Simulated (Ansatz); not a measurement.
# Mo2N(OH)2 MXene monolayer in a perpendicular field, part 2 of 2

What dipole does a perpendicular field induce in the Mo2N(OH)2 MXene monolayer? A positive field points along +c.

Ansatz 0.2.0; plane-wave DFT, PBE-D3(BJ), Ansatz PAW (set soft_1); PAW set soft_1.

So far. Step 2 (Relaxation): The lattice constant a goes from 2.953 to 2.806 Å.

## Step 3: Atoms held, field 0

A sawtooth potential applies the field, turning back in the middle of the vacuum. With the dipole correction the typed value is the field outside the slab. The induced dipole is small, so the SCF threshold is tight.

The cell differs from the one that the last finished run ended in (c 44.152 → 25.717 Å).

input.yaml

```yaml
crystal:
  lattice:
    - [2.8061247941, 0.0, 0.0]
    - [-1.403062397, 2.4301753579, 0.0]
    - [0.0, 0.0, 25.7168259259]
  atoms:
    - { symbol: H, position: [0.3333333333, 0.6666666667, 0.3499654283] }
    - { symbol: O, position: [0.3333333333, 0.6666666667, 0.3880233683] }
    - { symbol: Mo, position: [0.6666666667, 0.3333333333, 0.443742931] }
    - { symbol: "N", position: [0.0, 0.0, 0.5] }
    - { symbol: Mo, position: [0.3333333333, 0.6666666667, 0.556257069] }
    - { symbol: O, position: [0.6666666667, 0.3333333333, 0.6119766317] }
    - { symbol: H, position: [0.6666666667, 0.3333333333, 0.6500345717] }
kpoints:
  mp_grid: { grid: [18, 18, 1] }
  band_path:
    path: [[0, 0, 0], [0.5, 0, 0], [0.33333333, 0.33333333, 0], [0, 0, 0]]
    npoints: 16
hamiltonian:
  xc: pbe
  dispersion: d3bj
  pseudopotentials: { kind: paw, azcp: { folder: soft_1 } }
scf:
  occupations: { method: fermi_dirac, width: 0.02585 }
  convergence: { dr2_threshold: 1.0e-10 }
efield:
  axis: 3
  dipole_correction: true
  ramp_position: 0.97
  ramp_width: 0.06
  amplitude: 0
output:
  dos: { projected: true, e_range: [-6, 5] }
  write_potential: true
  write_density: true
  volumetric_format: npy
  elf: true
```

On the command line:

```bash
ansatz run input.yaml --threads 2 --pin off --max-ram 3072MiB --backend cpu --events-out ev --progress --plain --runs-dir out
```

Numbers of over 12 decimals in the logs are rounded to 6 here.

The program printed:

```text
[...]
Crystal: 7 atoms, lattice volume = 175.373 Å³
Basis set: ecut = 420 eV, 3445 PW (Γ)
Bands: 31, of which v1, the nominal top of the filled ones, is band 24 counted from 1 (23 counted from 0)
Symmetry: 6 space group operations
k-points: 37 of 324 (time reversal used)
[...]
SCF iter   1: F=—  HF=-11471.069659 eV  |F-HF|=—  |Δ(HF+E_count)|=         —  Δρ=1.15e-1  dr2=2.84e1  ethr=3.10e-3  p=0.000 e·Å  D=2.39e-13 V/Å  ΔV_dip=-0.00 eV  dr2_dipole=1.39e-7  V_vac-E_F(+/−)=5.23/5.23 eV  ⟨swp⟩=8.9  Hψ=5919  notcnv=0
efield: sawtooth ramp at fractional position 0.9700 (set: `efield.ramp_position`, or a place that a band, a saddle search or an elastic batch's reference lends), width 0.0600; the density the first Hamiltonian is built on has a dipole p = 0.000 e·Å; the dipole correction subtracts the counter field D = 2.39e-13 V/Å, which shifts the + side's vacuum level by -0.00 eV against the − side's; the planar-averaged density in the ramp window peaks in size at 7.5e-7 e/Å³
[...]
SCF iter   2: F=—  HF=-11497.470662 eV  |F-HF|=—  |Δ(HF+E_count)|=    2.64e1  Δρ=2.22e-1  dr2=1.23e3  ethr=3.10e-3  p=0.002 e·Å  D=2.14e-3 V/Å  ΔV_dip=-0.05 eV  dr2_dipole=6.66e-2  V_vac-E_F(+/−)=-3.46/-3.41 eV  ⟨swp⟩=9.2  Hψ=5156  notcnv=0  defer=78  recentre
[...]
SCF iter  21: F=-11463.648995 eV  HF=-11463.648995 eV  |F-HF|=2.36e-11  |Δ(HF+E_count)|=  3.64e-12  Δρ=6.40e-8  dr2=1.23e-11  ethr=1.00e-12  p=-0.000 e·Å  D=-1.36e-7 V/Å  ΔV_dip=0.00 eV  dr2_dipole=4.32e-12  V_vac-E_F(+/−)=2.32/2.32 eV  ⟨swp⟩=11.1  Hψ=4326  notcnv=0
SCF 1 converged in 21 iterations: F = -11463.648995 eV  dr2 = 1.23e-11
[...]
NSCF: frozen V_eff on 49 k-points
efield: sawtooth ramp at fractional position 0.9700 (kept from the solve that this one continues, or follows in the run), width 0.0600; the density the first Hamiltonian is built on has a dipole p = -0.000 e·Å; the dipole correction subtracts the counter field D = -1.36e-7 V/Å, which shifts the + side's vacuum level by +0.00 eV against the − side's; the planar-averaged density in the ramp window peaks in size at 2.5e-6 e/Å³
WARN: The output density's exchange-correlation potential varies sharply where the density is thin. Do not read a vacuum level from v_tot or v_xc, or from such a field of the output density. On a cell that repeats whose density bears no net charge and no dipole along the vacuum's axis use v_es (v_loc + v_h of the components); under efield.dipole_correction with no amplitude use v_es + v_field, which holds any externa [...]
SCF converged after 21 iterations
Free energy (F): -11463.648995 eV
[...]
Internal energy: -11463.643161 eV  (E = F + TS)
E sigma→0 (E₀):  -11463.646078 eV
Entropy (-TS):   -0.005834 eV (-0.833 meV/atom)
Fermi energy:    3.832799 eV
Dipole field:    D = 0.000003 V/Å  (p = 0.000003 e·Å, saw-weighted, corrected)
Work function:   Φ+ = 2.3195 eV   Φ− = 2.3196 eV
Levels:          The Fermi level and band energies are counted from a zero that moves with the ramp; work functions are not
[...]
--- Band table (eV; the first three rows and the last of 37) ---
  k-point 0: bands = [... 20 lower, 0.5189, 2.4937, 2.5355, 2.5355, 3.5709, 3.5709, 3.6912, 3.7211, ... 3 higher]
  k-point 1: bands = [... 20 lower, 0.4464, 2.3022, 2.6068, 2.6510, 3.5064, 3.6328, 3.7517, 3.7861, ... 3 higher]
  k-point 2: bands = [... 20 lower, 0.2937, 1.9766, 2.7659, 2.8173, 3.3342, 3.8078, 3.9032, 4.0324, ... 3 higher]
  k-point 36: bands = [... 20 lower, 2.8230, 3.3582, 3.3582, 3.6864, 4.9134, 4.9134, 6.5486, 6.5486, ... 3 higher]
```

Wall time 18 s (2 threads of Intel Xeon Platinum 8375C at 2.90GHz (Ice Lake), shared host); peak memory 0.76 GiB; 35 s of CPU time.

Numbers from this step:

| Property | Result |
| --- | --- |
| energy at zero smearing | -11463.6461 eV |
| work function, upper face | 2.319 eV |
| dipole along the normal | 2.76e-6 e·Å |

Running mean over a fixed 2.7 Å (it still follows the layers) of the planar mean; the ramp of the sawtooth is left out. Electron's electrostatic potential energy less the Fermi level against z:

```csv
z (Å),electron's electrostatic potential energy less the Fermi level (eV)
4,2.31
5,2.29
6,2.19
7,1.85
8,0.612
9,-2.29
10,-8.23
11,-13.7
12,-14.1
13,-12.9
14,-14.1
15,-13.1
16,-5.80
17,-1.31
18,0.995
19,2.00
20,2.23
21,2.30
22,2.31
```

The density of states has structure finer than the step of the table below, so its rows give means over 0.2 eV, whole bins alone (the curve runs from -6 to 1.61 eV). Peaks (eV: height): -5.61: 13.2, -3.52: 2.49, -2.11: 4.51, -1.01: 4.16, -0.82: 3.78, -0.38: 4.20, 1.44: 9.83.

Table of density of states by energy, zero at the Fermi level; means over each step:

energy (eV), density of states (states/eV a cell) and a bar from the least value:
```
     -5.8        5.3 #####################
     -5.6        7.2 ##############################
     -5.4        4.9 ###################
     -5.2        3.2 ############
     -5.0        1.2 ##
     -4.8        1.3 ##
     -4.6        1.2 ##
     -4.4        1.0 #
     -4.2        1.0 #
     -4.0        1.1 ##
     -3.8        1.6 ####
     -3.6        1.5 ####
     -3.4        2.1 ######
     -3.2        1.2 ##
     -3.0        0.9 #
     -2.8        0.7 
     -2.6        1.0 #
     -2.4        1.6 ####
     -2.2        3.2 ###########
     -2.0        2.3 #######
     -1.8        1.7 ####
     -1.6        1.1 ##
     -1.4        1.2 ##
     -1.2        2.1 #######
     -1.0        2.9 ##########
     -0.8        2.2 #######
     -0.6        1.9 #####
     -0.4        2.6 #########
     -0.2        2.1 #######
      0.0        2.9 ##########
      0.2        2.5 ########
      0.4        2.6 #########
      0.6        2.6 ########
      0.8        2.5 ########
      1.0        3.4 ############
      1.2        4.6 ##################
      1.4        7.0 #############################
```

Projected DOS per atom over height of the atomic layer and energy from the Fermi level. Layers: H O Mo N Mo O H from below.

Values in states/eV, 22 rows by 7 columns, each cell a mean:
```
0.16 0.34 2.22 0.13 2.22 0.34 0.16
0.14 0.21 1.55 0.08 1.55 0.21 0.14
0.14 0.12 0.88 0.07 0.88 0.12 0.14
0.15 0.12 0.84 0.08 0.84 0.12 0.15
0.15 0.13 0.89 0.10 0.89 0.13 0.15
0.04 0.10 0.99 0.15 0.99 0.10 0.04
0.03 0.08 0.79 0.17 0.79 0.08 0.03
0.03 0.08 1.05 0.33 1.05 0.08 0.03
0.01 0.08 0.61 0.17 0.61 0.08 0.01
0.01 0.06 0.51 0.14 0.51 0.06 0.01
0.03 0.10 1.01 0.28 1.01 0.10 0.03
0.02 0.07 0.77 0.28 0.77 0.07 0.02
0.01 0.04 0.29 0.13 0.29 0.04 0.01
0.01 0.06 0.35 0.14 0.35 0.06 0.01
0.02 0.17 0.55 0.40 0.55 0.17 0.02
0.00 0.19 0.25 0.56 0.25 0.19 0.00
0.00 0.11 0.22 0.38 0.22 0.11 0.00
0.00 0.09 0.26 0.29 0.26 0.09 0.00
0.00 0.13 0.33 0.33 0.33 0.13 0.00
0.00 0.67 0.36 0.38 0.36 0.67 0.00
0.00 1.90 0.71 0.77 0.71 1.90 0.00
0.00 1.43 0.70 1.11 0.70 1.43 0.00
```
Columns: height of the atomic layer (Å) from 9 to 16.7 (not evenly spaced); rows upwards: energy from the Fermi level (eV) from -5.96 to 1.6.

Electronic bands along the path, in eV, zero at the Fermi level:

```csv
point,band 21,band 22,band 23,band 24,band 25,band 26,band 27,band 28
Γ,-3.31,-1.34,-1.30,-1.30,-0.26,-0.26,-0.14,-0.11
halfway,-3.60,-2.12,-0.72,-0.41,0.11,0.83,1.03,1.25
M,-3.95,-2.61,1.49,1.62,2.27,2.52,2.80,2.93
halfway,-2.79,-1.81,0.91,1.06,1.45,1.56,2.55,2.63
K,-1.01,-0.47,-0.47,-0.15,1.08,1.08,2.72,2.72
halfway,-2.34,-2.28,-1.36,-0.83,0.72,1.13,1.38,1.81
Γ,-3.31,-1.34,-1.30,-1.30,-0.26,-0.26,-0.14,-0.11
```

ELF in the ca plane at fractional y = 0.333, with atoms of Mo and O and H within 0.2 Å of it. It is the smooth field of the valence electrons, not physical close to the nuclei.

Ten even steps from '0' (0.00) to '9' (0.97), each cell a mean:
```
00000000000011110000001221466323312321687654
00000000000011110000000014766631112223766899
00000000000011110000000015745741012324745899
00000000000011110000000113666621112223777888
00000000000011110000012331365223322321577543
00000000000011110001124663132246632442132110
00000000000011110001235774122257731453100000
00000000000011110000124652132246622441143210
```
Columns run along c (16.0 Å, from fractional 0.06 to 0.68 of the cell), rows up along a (2.8 Å). Atoms in or near the plane, at fractional coordinates: Mo at (0.44, 0.67), O at (0.61, 0.67), H at (0.65, 0.67).

Electrostatic potential energy in the ca plane at fractional y = 0.333, with atoms of Mo and O and H within 0.2 Å of it. With pseudopotentials it is smooth inside the atoms' cores, unlike the true potential.

Values in eV, 5 rows by 16 columns, each cell a mean:
```
  6   6   6   6   5   5 -10 -41  -7   2  -3 -14  -6   3   6   6
  6   6   6   6   5   5 -19 -47 -14   4   1 -36 -35   0   6   6
  6   6   6   6   5   5 -10 -41  -7   2  -3 -14  -6   3   6   6
  6   6   6   6   4   4   1  -5   1  -5 -17   2   5   5   6   6
  6   6   6   6   4   4   1  -5   1  -5 -17   2   5   5   6   6
```
Columns run along c (16.0 Å, from fractional 0.16 to 0.78 of the cell; values clipped at the 3rd and 97th percentile), rows up along a (2.8 Å). Atoms in or near the plane, at fractional coordinates: Mo at (0.44, 0.67), O at (0.61, 0.67), H at (0.65, 0.67).

Valence density in the ca plane at fractional y = 0.333, with atoms of Mo and O and H within 0.2 Å of it. It is the smooth field of the valence electrons, not physical close to the nuclei.

Ten steps, logarithmic in the rise over the least value, from '0' (0.0 e/Å³) to '9' (7.6 e/Å³), each cell a mean:
```
00000000000000000012334787533334444565421000
00000000000000000001236899742223335898652100
00000000000000000001237999742223335899763100
00000000000000000011236898743223335787642000
00000000000000000012334676533334444565321000
00000000000000000123443444344445654332110000
00000000000000000123443333345445664221100000
00000000000000000123443454444445554332110000
```
Columns run along c (16.0 Å, from fractional 0.10 to 0.73 of the cell), rows up along a (2.8 Å). Atoms in or near the plane, at fractional coordinates: Mo at (0.44, 0.67), O at (0.61, 0.67), H at (0.65, 0.67).

The work function of the upper face is 2.32 eV.

## Step 4: Single point, field 0.1 V/Å

Changes to input.yaml since step 3:

```diff
@@ -28,7 +28,6 @@
   dipole_correction: true
-  ramp_position: 0.97
-  ramp_width: 0.06
-  amplitude: 0
+  ramp_position: 0.9417
+  ramp_width: 0.1167
+  amplitude: 0.1
 output:
-  dos: { projected: true, e_range: [-6, 5] }
   write_potential: true
@@ -36,2 +35 @@
   volumetric_format: npy
-  elf: true
```

The program printed:

```text
[...]
Crystal: 7 atoms, lattice volume = 175.373 Å³
Basis set: ecut = 420 eV, 3445 PW (Γ)
Bands: 31, of which v1, the nominal top of the filled ones, is band 24 counted from 1 (23 counted from 0)
Symmetry: 6 space group operations
k-points: 37 of 324 (time reversal used)
[...]
k-point 0: bands = [... 20 lower, 0.5168, 2.4918, 2.5336, 2.5336, 3.5691, 3.5691, 3.6713, 3.7349, ... 3 higher]
  k-point 1: bands = [... 20 lower, 0.4443, 2.3003, 2.6049, 2.6491, 3.5045, 3.6310, 3.7346, 3.7971, ... 3 higher]
  k-point 2: bands = [... 20 lower, 0.2917, 1.9746, 2.7641, 2.8155, 3.3322, 3.8060, 3.8966, 4.0329, ... 3 higher]
  k-point 36: bands = [... 20 lower, 2.8211, 3.3549, 3.3579, 3.6844, 4.9104, 4.9126, 6.5436, 6.5496, ... 3 higher]
[key lines of the parts left out:]
SCF converged after 26 iterations
Free energy (F): -11463.651526 eV
Fermi energy:    3.831048 eV
Dipole field:    D = 0.052337 V/Å  (p = 0.050724 e·Å, saw-weighted, corrected)
```

It took 19 s on 2 threads; peak memory 0.67 GiB; 37 s of CPU time.

The dipole is 0.0507 e·Å.

## Step 5: Single point, field -0.1 V/Å

Changes to input.yaml since step 4:

```diff
@@ -30,3 +30,3 @@
   ramp_width: 0.1167
-  amplitude: 0.1
+  amplitude: -0.1
 output:
```

The program printed:

```text
[...]
Crystal: 7 atoms, lattice volume = 175.373 Å³
Basis set: ecut = 420 eV, 3445 PW (Γ)
Bands: 31, of which v1, the nominal top of the filled ones, is band 24 counted from 1 (23 counted from 0)
Symmetry: 6 space group operations
k-points: 37 of 324 (time reversal used)
[...]
k-point 0: bands = [... 20 lower, 0.5169, 2.4919, 2.5337, 2.5337, 3.5692, 3.5692, 3.6714, 3.7351, ... 3 higher]
  k-point 1: bands = [... 20 lower, 0.4444, 2.3004, 2.6051, 2.6492, 3.5046, 3.6311, 3.7348, 3.7972, ... 3 higher]
  k-point 2: bands = [... 20 lower, 0.2918, 1.9748, 2.7642, 2.8156, 3.3324, 3.8061, 3.8968, 4.0331, ... 3 higher]
  k-point 36: bands = [... 20 lower, 2.8213, 3.3550, 3.3580, 3.6846, 4.9105, 4.9127, 6.5438, 6.5498, ... 3 higher]
[key lines of the parts left out:]
SCF converged after 26 iterations
Free energy (F): -11463.651526 eV
Fermi energy:    3.831181 eV
Dipole field:    D = -0.052342 V/Å  (p = -0.050728 e·Å, saw-weighted, corrected)
```

Wall time 19 s (2 threads); peak memory 0.67 GiB.

The dipole is -0.0507 e·Å.

## Step 6: Response, atoms held

This step: plane-wave DFT, PBE-D3(BJ), Ansatz PAW (set soft_1); response to a field along the normal, atoms held; PAW set soft_1 (Ansatz 0.2.0).

The dipoles give the slope, and the difference of two potentials shows where the field is screened.

Numbers from this step:

* equivalent conductor thickness p/(ε₀AE): 13.46 Å
* distance between the outer atoms: 7.717 Å

Table of dipole of the cell by applied field:

```csv
applied field (V/Å),dipole of the cell (e·Å)
-0.1000,-0.0507
0.0000,2.8e-6
0.1000,0.0507
```

Local field over the applied field, running mean. From the potentials at -0.1 and 0.1 V/Å; running mean over 2.5 Å. Table of local field over applied field by z:

z (Å), local field over applied field and a bar from the least value:
```
      4.5      0.932 #############################
      5.0      0.885 ############################
      5.5      0.811 ##########################
      6.0      0.702 #######################
      6.5      0.553 ###################
      7.0      0.372 ##############
      7.5      0.181 #########
      8.0      0.023 ####
      8.5     -0.080 #
      9.0     -0.130 
      9.5     -0.131 
     10.0     -0.106 #
     10.5     -0.073 ##
     11.0     -0.049 ##
     11.5     -0.032 ###
     12.0     -0.018 ###
     12.5     -0.001 ####
     13.0      0.002 ####
     13.5     -0.009 ###
     14.0     -0.027 ###
     14.5     -0.040 ###
     15.0     -0.062 ##
     15.5     -0.091 #
     16.0     -0.124 
     16.5     -0.134 
     17.0     -0.110 #
     17.5     -0.027 ###
     18.0      0.106 #######
     18.5      0.288 ############
     19.0      0.478 #################
     19.5      0.642 #####################
     20.0      0.769 #########################
     20.5      0.857 ###########################
     21.0      0.914 #############################
     21.5      0.950 ##############################
```

The induced electron density oscillates, so the rows of the table below give means over windows of 0.5 Å about each position, cut where the curve ends. Its maxima inside the range that stand out by 2 % of the span (Å: e/Å³ per V/Å): 7.43: 0.00269, 9.72: 1.7e-4, 10.57: 8.2e-4, 14.57: 9.4e-4, 15.72: 0.00141, 16.57: 0.00122. Its minima: 9.14: -0.00122, 10.00: -0.00141, 11.14: -9.4e-4, 15.14: -8.2e-4, 16.00: -1.7e-4, 18.29: -0.00269.

Electrons, planar mean, per unit field. Table of induced electron density by z; means over each step:

```csv
z (Å),induced electron density (e/Å³ per V/Å)
4.5,3.2e-4
5.0,5.3e-4
5.5,8.6e-4
6.0,0.00134
6.5,0.00193
7.0,0.00246
7.5,0.00266
8.0,0.00223
8.5,7.8e-4
9.0,-9.6e-4
9.5,-2.7e-4
10.0,-7.6e-4
10.5,5.5e-4
11.0,-5.1e-4
11.5,-5.5e-4
12.0,-2.0e-5
12.5,1.2e-6
13.0,-8.2e-6
13.5,5.5e-6
14.0,2.3e-4
14.5,8.0e-4
15.0,-3.1e-4
15.5,2.8e-4
16.0,2.9e-4
16.5,9.2e-4
17.0,1.3e-4
17.5,-0.00174
18.0,-0.00257
18.5,-0.00260
19.0,-0.00218
19.5,-0.00159
20.0,-0.00105
20.5,-6.6e-4
21.0,-4.0e-4
21.5,-2.5e-4
```

By hand: between -0.1 and 0.1 V/Å the dipole changes by 0.1015 e·Å, a slope of 0.5073 e·Å²/V. A perfect conductor of thickness t has p = ε₀AEt, so t = 180.95 × 0.5073 / 6.819 = 13.46 Å (e/ε₀ = 180.95 V·Å, A in Å²).

The induced dipole is that of a conductor 13.46 Å thick.

## Step 7: Results

```json
{
 "gap without field": "none",
 "work function, upper face": "2.32 eV",
 "equivalent conductor thickness, atoms held": "13.5 Å"
}
```

In words: The induced dipole equals that of a perfect conductor 13.46 Å thick, while the outer atoms lie 7.72 Å apart. There is no gap over 0.03 eV, with or without the field. The first relaxation ran with spin and lost its moment, and the later runs have none; other magnetic states were not tried. Spin-orbit coupling is left out, which matters for the bands of elements this heavy. The MXene's terminations sit over the metal atoms of its far layer; the site over carbon or nitrogen, which some compounds prefer, was not run.

[Logs are printed without paths, hosts, clocks, repeated set-up lines and the standing remarks that a program may print on its own settings, such as how far it seeks lower states.]

[Hosts, paths, dates, database ids (printed as entryN), source tags and the programs' standing remarks are cut or masked in the printed files.]

[Maps of the electrostatic potential energy from Ansatz leave out the sawtooth potential of an applied field or a dipole correction, so their vacuum need not be flat; planar profiles and work functions include it.]

[The density of states shown here was stored with 400 of the rows of the run's finer table, so its peaks can read low, often by over a quarter, or be missed, and its means over a window can be off by a tenth or more.]
